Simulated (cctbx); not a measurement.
## What is wrong with this refinement?

Cell a = 10.6340 Å, b = 10.6340 Å, c = 6.1070 Å, α = 90.00°, β = 90.00°, γ = 120.00°; space group P3 (no. 143). The compound is Y6Ge3Se14.

Simulated single-crystal data (cctbx): Cu Kα, λ = 1.54184 Å, to d = 0.83 Å, 70 % of the full sphere, strongest reflection 40000 counts, noise from counting, a 2 % proportional error and a noise floor of 4 counts (s.d.); no absorption, and some extinction, which the refinements don't model.

An anisotropic refinement with weights 1/σ² prints:

```text
Rint 0.017, 1424 unique reflections to 0.84 A
cycle     R1     wR2    GooF  max shift (A)
   1  0.1390  0.3168  13.215   0.01968
   2  0.1345  0.3032  12.645   0.00013
final R1 0.1345 wR2 0.3032 GooF 12.645  parameters 66  data/parameter 21.6
atom        x        y        z      Ueq    occ   su(xyz)  su(Uiso or U11)
Y1     0.86882  0.22745  0.75372   0.0042  1.000  0.00066  0.0021  NPD
Y2     0.13759  0.77306  0.24903   0.0039  1.000  0.00064  0.0021
Se1    0.90589  0.16196  0.23223   0.0001  1.000  0.00075  0.0022  NPD
Se2    0.09692  0.84107  0.72746   0.0023  1.000  0.00075  0.0024  NPD
Se3    0.57717  0.09346  0.48586   0.0014  1.000  0.00073  0.0024  NPD
Se4    0.41287  0.89277  0.99813   0.0044  1.000  0.00081  0.0024  NPD
Se5    0.66667  0.33333  0.95469   0.0034  1.000  0.00124  0.0026
Se6    0.33333  0.66667  0.44899   0.0025  1.000  0.00126  0.0024
Ge1    0.00000  0.00000  0.47705   0.0001  1.000  0.00153  0.0023  NPD
Ge2    0.66667  0.33333  0.33614   0.0025  1.000  0.00132  0.0027  NPD
difference map: max 54.90 min -4.84 rms 1.41
Q1    0.3333  0.6667  0.8311    1   54.94  2.33 A from Se6
Q2    0.6667  0.3333  0.1535    1   21.74  1.12 A from Ge2
Q3    0.6667  0.3333  0.6504    1   12.70  1.86 A from Se5
Q4    0.6667  0.3333  0.9728    1    8.98  0.11 A from Se5
Q5    0.3333  0.6667  0.4404    1    8.58  0.05 A from Se6
Q6    0.1398  0.7773  0.2564    3    6.86  0.06 A from Y2
```

Q: Accept it or mend it, and why?

Mend it. The fault: an atom left out, Ge at (1/3, 2/3, 0.8283). Against the right model at the same level, R1 goes from 0.0105 to 0.1345 and GooF from 1.01 to 12.64, the top difference peak, 54.9 e/Å³, lies 2.33 Å from Se6 and Y1, Se1, Se2, Se3, Se4, Ge1 and Ge2 go non-positive-definite. Q1 is the missing atom. With scattering power missing, scale and phases suffer, so peaks may also grow on the heavy atoms.

The compound is Y6Ge3Se14. The right model at the same level gives:

```text
Rint 0.017, 1424 unique reflections to 0.84 A
cycle     R1     wR2    GooF  max shift (A)
   1  0.0137  0.0337   1.409   0.00166
   2  0.0105  0.0242   1.009   0.00000
final R1 0.0105 wR2 0.0242 GooF 1.009  parameters 69  data/parameter 20.6
atom        x        y        z      Ueq    occ   su(xyz)  su(Uiso or U11)
Y1     0.86929  0.22729  0.75447   0.0046  1.000  0.00005  0.0002
Y2     0.13845  0.77333  0.24955   0.0063  1.000  0.00005  0.0002
Se1    0.90554  0.16155  0.22992   0.0039  1.000  0.00006  0.0002
Se2    0.09601  0.84108  0.72703   0.0038  1.000  0.00006  0.0002
Se3    0.57707  0.09310  0.48698   0.0034  1.000  0.00006  0.0002
Se4    0.41342  0.89419  0.99667   0.0057  1.000  0.00006  0.0002
Se5    0.66667  0.33333  0.95781   0.0050  1.000  0.00010  0.0002
Se6    0.33333  0.66667  0.44755   0.0029  1.000  0.00010  0.0002
Ge1    0.00000  0.00000  0.47778   0.0041  1.000  0.00012  0.0002
Ge2    0.66667  0.33333  0.33503   0.0044  1.000  0.00011  0.0002
Ge3    0.33333  0.66667  0.83047   0.0030  1.000  0.00010  0.0002
Flack x: 0.013(14)
Hooft y: 0.014(16)  Bijvoet pairs: 694
difference map: max 0.32 min -0.73 rms 0.10
Q1    0.2254  0.7234  0.3759    3    0.32  1.49 A from Y2
Q2    0.0542  0.5179  0.3747    3    0.31  1.58 A from Se3
Q3    0.4843  0.2330  0.4912    3    0.31  1.87 A from Se3
Q4    0.0936  0.2351  0.1283    3    0.31  1.58 A from Y2
Q5    0.1743  0.5532  0.3582    3    0.31  1.60 A from Se6
Q6    0.5340  0.1823  0.6001    3    0.30  1.42 A from Se3
```

The model was made for the exercise: a known structure type with other elements put in, its volume estimated, not relaxed; displacement parameters are assumed.

[Middle refinement cycles are left out of these outputs.]

[Logs are printed without paths, hosts, clocks, repeated set-up lines and the standing remarks that a program may print on its own settings, such as how far it seeks lower states.]
